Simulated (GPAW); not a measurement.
Consider YSi2 (P6/mmm).

```
Y Si
1.0
     3.85000    0.00000    0.00000
    -1.92500    3.33420    0.00000
     0.00000    0.00000    4.14000
Y Si
1 2
Direct
  0.00000 0.00000 0.00000
  0.66667 0.33333 0.50000
  0.33333 0.66667 0.50000
```

Absorber: atom 1, with 12 Si at 3.04 Å (12-fold, site symmetry 6/mmm). Method: GPAW, LDA, excited-electron core hole (neutral cell), 18-atom cell with 6.7 Å between holes, 3×3×3 k points, dipole transitions, Gaussian full width 1.5 eV up to 4 eV, rising linearly to 3.5 eV at 25 eV.

Q: Predict the near-edge structure at the Y L₃ edge.

Main maxima up to 30 eV above the zero (height): 1.8 eV (3.12), 18.0 eV (0.62) and 29.0 eV (0.87). At an L edge the dipole rule selects empty d (and weakly s) states on the absorber, and the strong line at the onset measures the empty part of its d band. 

The Y L₃ spectrum (energy from the lowest empty level; intensity scaled to a mean of 1 over the first 20 eV; polarised curves are means over the symmetry-equivalent atoms):

```csv
E (eV),isotropic,ε ⊥ c,ε ∥ c
-2.0,0.00,0.00,0.00
-1.5,0.01,0.01,0.00
-1.0,0.04,0.05,0.03
-0.5,0.22,0.24,0.16
0.0,0.70,0.75,0.58
0.5,1.58,1.65,1.46
1.0,2.56,2.58,2.51
1.5,3.08,3.06,3.11
2.0,3.06,3.06,3.07
2.5,2.84,2.90,2.72
3.0,2.58,2.67,2.41
3.5,2.14,2.15,2.11
4.0,1.60,1.55,1.70
4.5,1.19,1.14,1.30
5.0,1.00,0.97,1.08
5.5,0.97,0.94,1.03
6.0,0.94,0.92,0.98
6.5,0.87,0.86,0.90
7.0,0.82,0.80,0.85
7.5,0.79,0.77,0.83
8.0,0.75,0.73,0.78
8.5,0.68,0.68,0.69
9.0,0.61,0.61,0.61
9.5,0.56,0.55,0.56
10.0,0.52,0.51,0.53
10.5,0.50,0.50,0.52
11.0,0.50,0.50,0.50
11.5,0.50,0.51,0.48
12.0,0.51,0.53,0.47
12.5,0.53,0.56,0.48
13.0,0.55,0.57,0.50
13.5,0.54,0.55,0.51
14.0,0.51,0.51,0.50
14.5,0.48,0.47,0.49
15.0,0.46,0.46,0.47
15.5,0.47,0.48,0.47
16.0,0.50,0.51,0.47
16.5,0.54,0.56,0.49
17.0,0.58,0.60,0.53
17.5,0.61,0.62,0.57
18.0,0.62,0.62,0.60
18.5,0.60,0.60,0.59
19.0,0.56,0.55,0.56
19.5,0.50,0.50,0.51
20.0,0.45,0.44,0.46
20.5,0.41,0.41,0.42
21.0,0.39,0.38,0.39
21.5,0.38,0.38,0.37
22.0,0.38,0.38,0.38
22.5,0.39,0.39,0.39
23.0,0.40,0.39,0.41
23.5,0.41,0.40,0.43
24.0,0.43,0.42,0.45
24.5,0.46,0.45,0.48
25.0,0.50,0.49,0.52
25.5,0.55,0.54,0.58
26.0,0.62,0.60,0.64
26.5,0.68,0.67,0.72
27.0,0.75,0.73,0.79
27.5,0.80,0.78,0.84
28.0,0.84,0.83,0.87
28.5,0.86,0.85,0.88
29.0,0.87,0.86,0.88
29.5,0.86,0.86,0.87
30.0,0.84,0.84,0.85
30.5,0.81,0.81,0.82
31.0,0.78,0.78,0.79
```

Only the L₃ part is meant: spin–orbit coupling of the core level isn't computed and the L₂ copy isn't added. The mesh is coarse (0.36 Å⁻¹ between points), so small maxima may be mesh ripples. The structure is a published determination, not relaxed.

[Banner, clock and machine lines of the logs are left out without a mark of their own.]

[Logs are printed without paths, hosts, clocks, repeated set-up lines and the standing remarks that a program may print on its own settings, such as how far it seeks lower states.]

[Hosts, paths, dates, database ids (printed as entryN), source tags and the programs' standing remarks are cut or masked in the printed files.]

[Lists of maxima count a maximum above −3 eV only where it reaches 4 % of the highest in the window and stands out from its surroundings by 2 % of it (1.5 % where it reaches 55 %); shoulders and weaker maxima are passed over, and of the rest the first, up to two pre-edge ones and the few strongest are named.]
